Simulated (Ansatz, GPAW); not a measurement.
**Optical response of TiAg2P2 (model structure)**

Aim: the dielectric function of TiAg2P2 (model structure), and the optical constants that follow from it. The structure is a model built here, which may or may not match a known phase. It was built so: All Cu replaced by Ag and Zr replaced by Ti in the P-3m1 structure of ZrCu2P2. The cell is first relaxed with Ansatz.

Calculated with GPAW 26.7.0; DFT, LDA, plane-wave PAW (GPAW data sets), scalar-relativistic, RPA, optical limit.

### Step 1. Set-up

Symmetry: P-3m1, No. 164, trigonal system. The conventional cell has a = 3.855 Å, b = 3.855 Å, c = 6.246 Å, α = 90.00°, β = 90.00°, γ = 120.00°. Nearest to Ag lie 4 P at 2.33 to 2.42 Å. Ti has 6 P at 2.73 Å nearest. P has 4 Ag at 2.33 to 2.42 Å and 3 Ti at 2.73 Å nearest. All Cu replaced by Ag and Zr replaced by Ti in the P-3m1 structure of ZrCu2P2. Farther neighbours are not listed.

### Step 2. Relaxation

Spectra hang on bond lengths, so the cell is first brought to its minimum.

This step: DFT, LDA, plane-wave PAW, default files, scalar-relativistic, relaxation (Ansatz 0.2.0).

The input, input.yaml:

```yaml
crystal:
  lattice:
    - [3.85472181, 0.0, 0.0]
    - [-1.92736091, 3.33828702, 0.0]
    - [0.0, 0.0, 6.24587046]
  atoms:
    - { symbol: Ag, position: [0.33333333, 0.66666667, 0.63888812] }
    - { symbol: Ag, position: [0.66666667, 0.33333333, 0.36111188] }
    - { symbol: Ti, position: [0.0, 0.0, 0.0] }
    - { symbol: P, position: [0.33333333, 0.66666667, 0.25217355] }
    - { symbol: P, position: [0.66666667, 0.33333333, 0.74782645] }
kpoints:
  mp_grid: { grid: [7, 7, 4] }
scf:
  occupations: { method: fermi_dirac, width: 0.05 }
hamiltonian:
  xc: lda
output:
  forces: true
  stress: true
relax:
  f_tol: 0.02
  max_steps: 50
  cell: {}
```

Run with:

```bash
> ansatz run input.yaml --threads 1 --pin off --max-ram 4096MiB --backend cpu --events-out ev --progress --plain --runs-dir out
```

Numbers of over 12 decimals in the logs are rounded to 6 here.

The program printed:

```text
Engine: ansatz 0.2.0, aarch64-unknown-linux-gnu
Pseudopotentials: kind: paw
Pseudopotential: Ag, paw, valence charge 19, recommended cutoff 420 eV (normal), Ag.paw.azcp
Pseudopotential: Ti, paw, valence charge 12, recommended cutoff 420 eV (normal), Ti.paw.azcp
Pseudopotential: P, paw, valence charge 5, recommended cutoff 420 eV (normal), P.paw.azcp
Functional definition: SPW92
  exchange = slater_x
  correlation = pw_c
Crystal: 5 atoms, lattice volume = 80.373 Å³
Basis set: ecut = 420 eV, 1557 PW (Γ)
Bands: 36, of which v1, the nominal top of the filled ones, is band 30 counted from 1 (29 counted from 0)
Symmetry: 12 space group operations
Space group: P-3m1 (ITA 164), of the structure as read, at distance tolerance 4.3e-5 Å
k-points: 28 of 196
Non-local potential: Ag, projectors of the file, l = 0: 3, l = 1: 2, l = 2: 2, l = 3: 1
Non-local potential: Ti, projectors of the file, l = 0: 3, l = 1: 2, l = 2: 3, l = 3: 1
Non-local potential: P, projectors of the file, l = 0: 2, l = 1: 2, l = 2: 2
PAW form: soft (Blöchl's): semilocal exchange-correlation on the pseudo side does not see the compensation charge
PAW frozen core: Ag, regenerated for the run's functional, and the local potential with it (the file was generated under x = pbe(κ = 0.804, μ = 0.219515), c = pbe(β = 0.066725))
PAW frozen core: Ti, regenerated for the run's functional, and the local potential with it (the file was generated under x = pbe(κ = 0.804, μ = 0.219515), c = pbe(β = 0.066725))
PAW frozen core: P, regenerated for the run's functional, and the local potential with it (the file was generated under x = pbe(κ = 0.804, μ = 0.219515), c = pbe(β = 0.066725))
PAW one-centre angular grid: Ag, 590 points (default); XC on 64 Gauss nodes
PAW one-centre angular grid: Ti, 590 points (default); XC on 64 Gauss nodes
PAW one-centre angular grid: P, 110 points (default); XC on 64 Gauss nodes
Initial density: superposition of atomic densities (neutral atoms: chi_scale 0, normalization atom), corrected by the library's trained network
Initial wavefunctions: pseudopotential atomic-orbital guess
Functional: x = slater, c = lda
SCF iter   1: F=—  HF=-18819.050657 eV  |F-HF|=—  |Δ(HF+E_count)|=         —  Δρ=1.48e-2  dr2=3.22e-1  ethr=1.77e-3  ⟨swp⟩=6.3  Hψ=3991  notcnv=0
preconditioner: auto → Kerker (q_TF=auto, 2.599 Å⁻¹)  [metal: Δε(μ)=0.045 eV  Ē_g=7.344 eV  σ=0.050 eV  W_gap=0.22  n_scr=22 (ndim 8)  ℏωp=24.9 eV  f_vac=0.006  D(μ)=1.41/eV (n_scr^D=2)]
SCF iter   2: F=—  HF=-18819.026598 eV  |F-HF|=—  |Δ(HF+E_count)|=   2.41e-2  Δρ=7.16e-3  dr2=8.78e-2  ethr=5.37e-4  ⟨swp⟩=1.7  Hψ=1268  notcnv=0
SCF iter   3: F=—  HF=-18819.018981 eV  |F-HF|=—  |Δ(HF+E_count)|=   7.62e-3  Δρ=1.81e-3  dr2=6.55e-3  ethr=1.46e-4  ⟨swp⟩=1.0  Hψ=1008  notcnv=0
SCF iter   4: F=—  HF=-18819.018402 eV  |F-HF|=—  |Δ(HF+E_count)|=   5.79e-4  Δρ=3.00e-4  dr2=8.30e-5  ethr=1.09e-5  ⟨swp⟩=1.2  Hψ=1017  notcnv=0
SCF iter   5: F=—  HF=-18819.018387 eV  |F-HF|=—  |Δ(HF+E_count)|=   1.56e-5  Δρ=5.33e-5  dr2=2.15e-6  ethr=1.38e-7  ⟨swp⟩=2.1  Hψ=1426  notcnv=0
SCF iter   6: F=—  HF=-18819.018387 eV  |F-HF|=—  |Δ(HF+E_count)|=   2.19e-7  Δρ=1.27e-5  dr2=2.32e-7  ethr=3.59e-9  ⟨swp⟩=2.3  Hψ=1587  notcnv=0
SCF iter   7: F=-18819.018387 eV  HF=-18819.018387 eV  |F-HF|=3.33e-9  |Δ(HF+E_count)|=   1.04e-8  Δρ=3.73e-6  dr2=1.62e-8  ethr=1.67e-10  ⟨swp⟩=4.0  Hψ=3294  notcnv=0
SCF 1 converged in 7 iterations: F = -18819.018387 eV  dr2 = 1.62e-8
  greatest PAW one-centre occupation: 1.002 electrons in one spin orbital (limit 2), on the Ag atom at site 1 (counted from 0), in its partial waves of l = 0
relax step   1: F+E_penalty+E_count = -18819.01838658 eV  Δ(F+E_penalty+E_count) = +0.000e0 eV  max|allowed force component| = 3.200e0 eV/Å  Δτ_max = 0.0000 Å  P = +6.433 GPa  Ω = 80.373 Å³  (7 SCF iters, dr2 threshold 1.00e-7 eV, accepted)
Crystal: 5 atoms, lattice volume = 78.568 Å³
Basis set: ecut = 420 eV, 1531 PW (Γ)
Initial density: handed on by an earlier stage of this run
Initial wavefunctions: those handed on with the density
iter 1 solved again at ethr=4.26e-4 eV; its pass at ethr=3.10e-3 eV (dr2=2.56e-1 eV) is discarded
SCF iter   1: F=—  HF=-18819.780786 eV  |F-HF|=—  |Δ(HF+E_count)|=         —  Δρ=1.23e-2  dr2=2.56e-1  ethr=4.26e-4  ⟨swp⟩=1.0  Hψ=4838  notcnv=0
preconditioner: auto → Kerker (q_TF=auto, 2.608 Å⁻¹)  [metal: Δε(μ)=0.077 eV  Ē_g=7.294 eV  σ=0.050 eV  W_gap=0.36  n_scr=22 (ndim 8)  ℏωp=25.1 eV  f_vac=0.008  D(μ)=1.88/eV (n_scr^D=8)]
SCF iter   2: F=—  HF=-18819.760595 eV  |F-HF|=—  |Δ(HF+E_count)|=   2.02e-2  Δρ=7.25e-3  dr2=1.03e-1  ethr=4.26e-4  ⟨swp⟩=2.0  Hψ=1108  notcnv=0
SCF iter   3: F=—  HF=-18819.747253 eV  |F-HF|=—  |Δ(HF+E_count)|=   1.33e-2  Δρ=7.80e-4  dr2=1.83e-3  ethr=1.72e-4  ⟨swp⟩=2.0  Hψ=1198  notcnv=0
SCF iter   4: F=—  HF=-18819.747085 eV  |F-HF|=—  |Δ(HF+E_count)|=   1.68e-4  Δρ=3.54e-4  dr2=2.09e-4  ethr=3.05e-6  ⟨swp⟩=2.0  Hψ=1432  notcnv=0
SCF iter   5: F=—  HF=-18819.747014 eV  |F-HF|=—  |Δ(HF+E_count)|=   7.06e-5  Δρ=1.41e-4  dr2=2.43e-5  ethr=3.49e-7  ⟨swp⟩=2.1  Hψ=1468  notcnv=0
SCF iter   6: F=—  HF=-18819.747008 eV  |F-HF|=—  |Δ(HF+E_count)|=   6.21e-6  Δρ=5.60e-5  dr2=4.98e-6  ethr=4.05e-8  ⟨swp⟩=2.0  Hψ=1470  notcnv=0
SCF iter   7: F=-18819.747007 eV  HF=-18819.747007 eV  |F-HF|=1.06e-7  |Δ(HF+E_count)|=   7.02e-7  Δρ=1.78e-5  dr2=4.15e-7  ethr=8.33e-10  ⟨swp⟩=3.4  Hψ=3639  notcnv=0
SCF 2 converged in 7 iterations: F = -18819.747007 eV  dr2 = 4.15e-7
relax step   2: F+E_penalty+E_count = -18819.74700704 eV  Δ(F+E_penalty+E_count) = -7.286e-1 eV  max|allowed force component| = 8.978e-1 eV/Å  Δτ_max = 0.1918 Å  P = +4.668 GPa  Ω = 78.568 Å³  energy of the carried Pulay correction = +5.038e-4 eV  (7 SCF iters, dr2 threshold 5.00e-7 eV, accepted)
Crystal: 5 atoms, lattice volume = 79.755 Å³
Basis set: ecut = 420 eV, 1581 PW (Γ)
iter 1 solved again at ethr=1.83e-4 eV; its pass at ethr=3.10e-3 eV (dr2=1.10e-1 eV) is discarded
SCF iter   1: F=—  HF=-18819.921533 eV  |F-HF|=—  |Δ(HF+E_count)|=         —  Δρ=9.50e-3  dr2=1.10e-1  ethr=1.83e-4  ⟨swp⟩=1.6  Hψ=4785  notcnv=0
preconditioner: auto → Kerker (q_TF=auto, 2.602 Å⁻¹)  [metal: Δε(μ)=0.020 eV  Ē_g=7.297 eV  σ=0.050 eV  W_gap=0.10  n_scr=22 (ndim 8)  ℏωp=24.9 eV  f_vac=0.008  D(μ)=1.51/eV (n_scr^D=2)]
SCF iter   2: F=—  HF=-18819.907357 eV  |F-HF|=—  |Δ(HF+E_count)|=   1.42e-2  Δρ=4.33e-3  dr2=2.59e-2  ethr=1.83e-4  ⟨swp⟩=2.0  Hψ=1139  notcnv=0
SCF iter   3: F=—  HF=-18819.903377 eV  |F-HF|=—  |Δ(HF+E_count)|=   3.98e-3  Δρ=9.42e-4  dr2=1.69e-3  ethr=4.32e-5  ⟨swp⟩=1.4  Hψ=1078  notcnv=0
SCF iter   4: F=—  HF=-18819.903220 eV  |F-HF|=—  |Δ(HF+E_count)|=   1.57e-4  Δρ=2.98e-4  dr2=1.74e-4  ethr=2.81e-6  ⟨swp⟩=2.3  Hψ=1362  notcnv=0
SCF iter   5: F=—  HF=-18819.903173 eV  |F-HF|=—  |Δ(HF+E_count)|=   4.69e-5  Δρ=1.11e-4  dr2=2.05e-5  ethr=2.90e-7  ⟨swp⟩=2.0  Hψ=1437  notcnv=0
SCF iter   6: F=—  HF=-18819.903170 eV  |F-HF|=—  |Δ(HF+E_count)|=   2.83e-6  Δρ=3.13e-5  dr2=1.80e-6  ethr=3.41e-8  ⟨swp⟩=2.4  Hψ=1415  notcnv=0
SCF iter   7: F=-18819.903170 eV  HF=-18819.903170 eV  |F-HF|=8.55e-8  |Δ(HF+E_count)|=   2.25e-7  Δρ=1.22e-5  dr2=1.98e-7  ethr=8.33e-10  ⟨swp⟩=4.1  Hψ=3294  notcnv=0
SCF 3 converged in 7 iterations: F = -18819.903170 eV  dr2 = 1.98e-7
relax step   3: F+E_penalty+E_count = -18819.90316972 eV  Δ(F+E_penalty+E_count) = -1.562e-1 eV  max|allowed force component| = 3.161e-1 eV/Å  Δτ_max = 0.0717 Å  P = +1.955 GPa  Ω = 79.755 Å³  energy of the carried Pulay correction = +1.712e-4 eV  (7 SCF iters, dr2 threshold 5.00e-7 eV, accepted)
[...]
relax step   4: F+E_penalty+E_count = -18819.96167033 eV  Δ(F+E_penalty+E_count) = -5.850e-2 eV  max|allowed force component| = 2.280e-1 eV/Å  Δτ_max = 0.0775 Å  P = +0.091 GPa  Ω = 80.892 Å³  energy of the carried Pulay correction = -1.428e-4 eV  (7 SCF iters, dr2 threshold 5.00e-7 eV, accepted)
[...]
relax step   5: F+E_penalty+E_count = -18819.97193336 eV  Δ(F+E_penalty+E_count) = -1.026e-2 eV  max|allowed force component| = 4.368e-2 eV/Å  Δτ_max = 0.0225 Å  P = -0.720 GPa  Ω = 81.436 Å³  energy of the carried Pulay correction = -2.914e-4 eV  (6 SCF iters, dr2 threshold 5.00e-7 eV, accepted)
[...]
relax step   6: F+E_penalty+E_count = -18819.97379071 eV  Δ(F+E_penalty+E_count) = -1.857e-3 eV  max|allowed force component| = 1.400e-2 eV/Å  Δτ_max = 0.0019 Å  P = +0.206 GPa  Ω = 80.889 Å³  energy of the carried Pulay correction = -1.421e-4 eV  (6 SCF iters, dr2 threshold 5.00e-7 eV, accepted)
[...]
relax step   7: F+E_penalty+E_count = -18819.97388274 eV  Δ(F+E_penalty+E_count) = -9.204e-5 eV  max|allowed force component| = 1.292e-3 eV/Å  Δτ_max = 0.0015 Å  P = -0.001 GPa  Ω = 81.021 Å³  energy of the carried Pulay correction = -1.781e-4 eV  (6 SCF iters, dr2 threshold 1.49e-7 eV, accepted)
Initial wavefunctions: pseudopotential atomic-orbital guess (no wavefunctions were taken with the density)
iter 1 solved again at ethr=2.34e-7 eV; its pass at ethr=3.10e-3 eV (dr2=1.40e-4 eV) is discarded
SCF iter   1: F=—  HF=-18819.974277 eV  |F-HF|=—  |Δ(HF+E_count)|=         —  Δρ=1.18e-4  dr2=5.86e-7  ethr=2.34e-7  ⟨swp⟩=3.0  Hψ=6452  notcnv=0
preconditioner: auto → Kerker (q_TF=auto, 2.595 Å⁻¹)  [metal: Δε(μ)=0.010 eV  Ē_g=7.016 eV  σ=0.050 eV  W_gap=0.05  n_scr=22 (ndim 8)  ℏωp=24.8 eV  f_vac=0.003  D(μ)=1.63/eV (n_scr^D=2)]
SCF iter   2: F=—  HF=-18819.974278 eV  |F-HF|=—  |Δ(HF+E_count)|=   9.47e-7  Δρ=6.04e-5  dr2=1.63e-7  ethr=9.77e-10  ⟨swp⟩=2.1  Hψ=1359  notcnv=0
SCF iter   3: F=—  HF=-18819.974280 eV  |F-HF|=—  |Δ(HF+E_count)|=   1.57e-6  Δρ=1.82e-6  dr2=3.05e-9  ethr=2.71e-10  ⟨swp⟩=1.8  Hψ=1495  notcnv=0
SCF iter   4: F=—  HF=-18819.974280 eV  |F-HF|=—  |Δ(HF+E_count)|=  1.31e-10  Δρ=6.02e-7  dr2=5.77e-10  ethr=5.08e-12  ⟨swp⟩=2.6  Hψ=1697  notcnv=0
SCF iter   5: F=—  HF=-18819.974280 eV  |F-HF|=—  |Δ(HF+E_count)|=  8.00e-11  Δρ=2.61e-7  dr2=1.77e-10  ethr=1.00e-12  ⟨swp⟩=2.7  Hψ=1482  notcnv=0
SCF iter   6: F=-18819.974280 eV  HF=-18819.974280 eV  |F-HF|=7.28e-12  |Δ(HF+E_count)|=  2.91e-11  Δρ=7.21e-8  dr2=7.76e-12  ethr=1.00e-12  ⟨swp⟩=3.2  Hψ=3485  notcnv=0
SCF 8 converged in 6 iterations: F = -18819.974280 eV  dr2 = 7.76e-12
relax step   8: F+E_penalty+E_count = -18819.97427995 eV  Δ(F+E_penalty+E_count) = -3.972e-4 eV  max|allowed force component| = 1.259e-3 eV/Å  Δτ_max = 0.0000 Å  P = +0.008 GPa  Ω = 81.021 Å³  stress off target by 3.32e-2 GPa  SCF on the basis re-selected at this cell (its energy is not comparable with the rows above)  (6 SCF iters)
basis re-selected at this cell: Δ(F+E_penalty+E_count) = -3.972e-4 eV, ΔP = +0.010 GPa vs the last step (what re-selecting the basis moved, of the pressure what is left beyond the Pulay correction that the steps carried, after the strain that the cell walked since its last selection, with what the two solves' SCF thresholds leave and, on support functions, any second-order correction that the steps lacked; it is no m [...]
SCF converged after 6 iterations
Free energy (F): -18819.974280 eV
Harris-Foulkes:  -18819.974280 eV  (|F-HF|=7.28e-12)
Internal energy: -18819.960903 eV  (E = F + TS)
E sigma→0 (E₀):  -18819.967591 eV
Entropy (-TS):   -0.013377 eV (-2.675 meV/atom)
Fermi energy:    14.191926 eV
--- Per-component energies (eV) ---
  E_band       = -705.921196
  E_kinetic    = 1473.332490
  E_local      = -6743.568446  (includes V_loc(G=0)·N_el)
  E_nonlocal   = 254.076291
  E_hartree    = 3019.861900
  E_xc         = -590.160287
  E_vxc        = -717.559016  (∫ρ·V_xc dr)
  E_paw        = -9618.349035  (= ΣΔE_a)
  E_vpaw       = -1011.926898  (= ΣTr[D̂ρ^β])
  E_aug_tail   = 0.000625  (compensation charges beyond the density's cutoff)
  E_ewald      = -6617.164709
  E_core_change = 2.010268  (= ΣΔE_core)
  E_smearing   = -0.013377  (= −TS)
  E_closure    = -0.000000  (closes the sum)
  Σ components = -18819.974280   (vs F -18819.974280, Δ=0.00e0)
--- Forces (eV/Å), atoms counted from 1 ---
  atom   1  Ag    -0.00000000     0.00000000    -0.00125872
  atom   2  Ag     0.00000000     0.00000000     0.00125872
  atom   3  Ti     0.00000000    -0.00000000     0.00000000
  atom   4  P      0.00000000     0.00000000    -0.00043688
  atom   5  P     -0.00000000     0.00000000     0.00043688
  max |Σ_I F_I| component: 9.25e-18 eV/Å
--- Stress (GPa, compression-positive) ---
       -0.003869       0.000000       0.000000
        0.000000      -0.003869       0.000000
        0.000000       0.000000       0.033167
  P = ⅓ Tr σ = 0.0085 GPa (0.085 kbar)
--- Relaxed structure (7 steps of the walk, 7 accepted, 1 SCFs on fresh bases) ---
  F+E_penalty+E_count = -18819.97427995 eV   max|allowed force component| = 1.259e-3 eV/Å   (the final SCF, on the basis selected at the relaxed cell)
  cell:  # Å, volume = 81.0208 Å³
    - [3.798830, 2.8448948211977766e-9, 5.016182854008773e-18]
    - [-1.899415, 3.289884, -5.016182854008782e-18]
    - [8.127805281422561e-18, -4.6925905590344536e-18, 6.482850]
  atoms:
    - { symbol: Ag, position: [0.333333, 0.666667, 0.631697] }
    - { symbol: Ag, position: [0.666667, 0.333333, 0.368303] }
    - { symbol: Ti, position: [0, 0, 0] }
    - { symbol: P, position: [0.333333, 0.666667, 0.199901] }
    - { symbol: P, position: [0.666667, 0.333333, 0.800099] }
```

The job ended after 33 s (1 thread of Arm Neoverse V1, shared host; peak memory 0.38 GiB).

Relaxation path:

| step | energy less that of the first step (eV) | largest force component (eV/Å) | pressure (GPa) | volume (Å³) |
| --- | --- | --- | --- | --- |
| 1 | 0.0000 | 3.1999 | 6.43 | 80.37 |
| 2 | -0.7286 | 0.8978 | 4.67 | 78.57 |
| 3 | -0.8848 | 0.3161 | 1.95 | 79.76 |
| 4 | -0.9433 | 0.2280 | 0.09 | 80.89 |
| 5 | -0.9535 | 0.0437 | -0.72 | 81.44 |
| 6 | -0.9554 | 0.0140 | 0.21 | 80.89 |
| 7 | -0.9555 | 0.0013 | 0.00 | 81.02 |
| 8* | -0.9559 | 0.0013 | 0.01 | 81.02 |

Relaxation steps marked * repeat the geometry before them on a plane-wave basis chosen anew for their cell, so energy and pressure can jump there.

Forces are held to the 12 operations that the run works with; a distortion that breaks them can't arise in this run.

| conventional cell, symmetrised | before | after | change |
| --- | --- | --- | --- |
| a (Å) | 3.855 | 3.799 | -1.4 % |
| b (Å) | 3.855 | 3.799 | -1.4 % |
| c (Å) | 6.246 | 6.483 | +3.8 % |
| volume (Å³/atom) | 16.07 | 16.20 | +0.8 % |

The atoms that moved most (Å, as changes of fractional coordinates times the final cell):

| atom | dx | dy | dz | length |
| --- | --- | --- | --- | --- |
| P5 | 0.000 | 0.000 | 0.339 | 0.339 |
| P4 | 0.000 | 0.000 | -0.339 | 0.339 |
| Ag2 | 0.000 | 0.000 | 0.047 | 0.047 |
| Ag1 | 0.000 | 0.000 | -0.047 | 0.047 |

Final coordinates:

```
Ag Ti P
1.0
     3.79883    0.00000    0.00000
    -1.89942    3.28988    0.00000
     0.00000    0.00000    6.48285
Ag Ti P
2 1 2
Direct
  0.33333 0.66667 0.63170
  0.66667 0.33333 0.36830
  0.00000 0.00000 0.00000
  0.33333 0.66667 0.19990
  0.66667 0.33333 0.80010
```

The relaxation ends with a largest force component of 0.0013 eV/Å and a pressure of 0.01 GPa.

(Continued in part 2 of 3.)

[Machine, clock and banner lines and Python warnings are left out of the logs.]

[Logs are printed without paths, hosts, clocks, repeated set-up lines and the standing remarks that a program may print on its own settings, such as how far it seeks lower states.]

[Hosts, paths, dates, database ids (printed as entryN), source tags and the programs' standing remarks are cut or masked in the printed files.]
